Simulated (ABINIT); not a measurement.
## Quasiparticle gap of CaC2 (I4/mmm) in ABINIT

The structure is tetragonal, space group I4/mmm (No. 139). The conventional cell has a = 3.869 Å, b = 3.869 Å, c = 6.404 Å, α = 90.00°, β = 90.00°, γ = 90.00°. Nearest to Ca lie 10 C at 2.58 to 2.81 Å. Nearest to C lie 1 C at 1.25 Å and 5 Ca at 2.58 to 2.81 Å. Farther neighbours, and contacts between anions beyond the nearest, are not listed.

```yaml
method: RPA screening on PBEsol, plane waves, norm-conserving pseudopotentials (and 2 further levels or steps)
program: ABINIT 10.8.3
settings: cutoff 37 Ha, PseudoDojo scalar-relativistic 0.4.1 standard, norm-conserving, ngkpt (4, 4, 4), nband 53, ecuteps 3.9 Ha, inclvkb 2, shiftk (0, 0, 0), symchi 1, awtr 1, frequency ppm, 4×4×4 k-mesh
cost: 5 runs, 5.7 min in all on 4 MPI ranks of Intel Xeon Platinum 8259CL at 2.50GHz (Skylake/Cascade Lake), shared host
notes: The program’s warnings: nkpt*nsppol () is not a multiple of nproc spkpt (). The cell and positions are those that the Materials Project relaxed with its own functionals (PBE, PBE+U or r2SCAN), kept fixed. The 4×4×4 mesh is coarse for this cell, which bears on the long-range parts of exchange and screening.
pbesol_gap: 1.20 eV, indirect
g0w0_gap_on_the_mesh: 2.98 eV
gw_settings: 4×4×4 mesh, 53 bands, screening to 106.1 eV, Godby-Needs plasmon pole
known_limits: short of the basis limit; coarse k mesh
```

G0W0 moves the gap on the mesh from 1.21 eV to 2.98 eV (+1.77 eV), with Z of 0.78 and 0.82 at the edges. Local fields lower the RPA ε∞ on this mesh from 4.16 to 3.57; a Γ-centred mesh this coarse tends to raise both, most where the direct gap is narrow, while a short band sum lowers them.

[Long decimals in the printed logs are rounded to 6 places.]

[Logs are printed without paths, hosts, clocks, repeated set-up lines and the standing remarks that a program may print on its own settings, such as how far it seeks lower states.]

[Paths, hosts, dates, memory and timing lines, banners, echoed tables and standing remarks are left out of the program output; an Ansatz launch command may be rebuilt from the run's recorded settings. Measured values are a selection of at most five: reports struck by readers or far from the other reports are left out. None is set beside runs whose start may be inverted or whose files or cutoffs have a known fault.]

[Runs of the session that timed out or met a known fault of the program may be left out.]

[Hosts, paths, dates, database ids (printed as entryN), source tags and the programs' standing remarks are cut or masked in the printed files.]

[G0W0 gaps are taken among the corrected bands and points alone; a level outside them can change the order at an edge.]

[Where Ansatz stands beside ABINIT at settings called matched, ABINIT's density can come from a denser mesh and the files from another edition; pairs whose starting gaps differed by over 0.03 eV were left out, so agreement reads better than it is.]
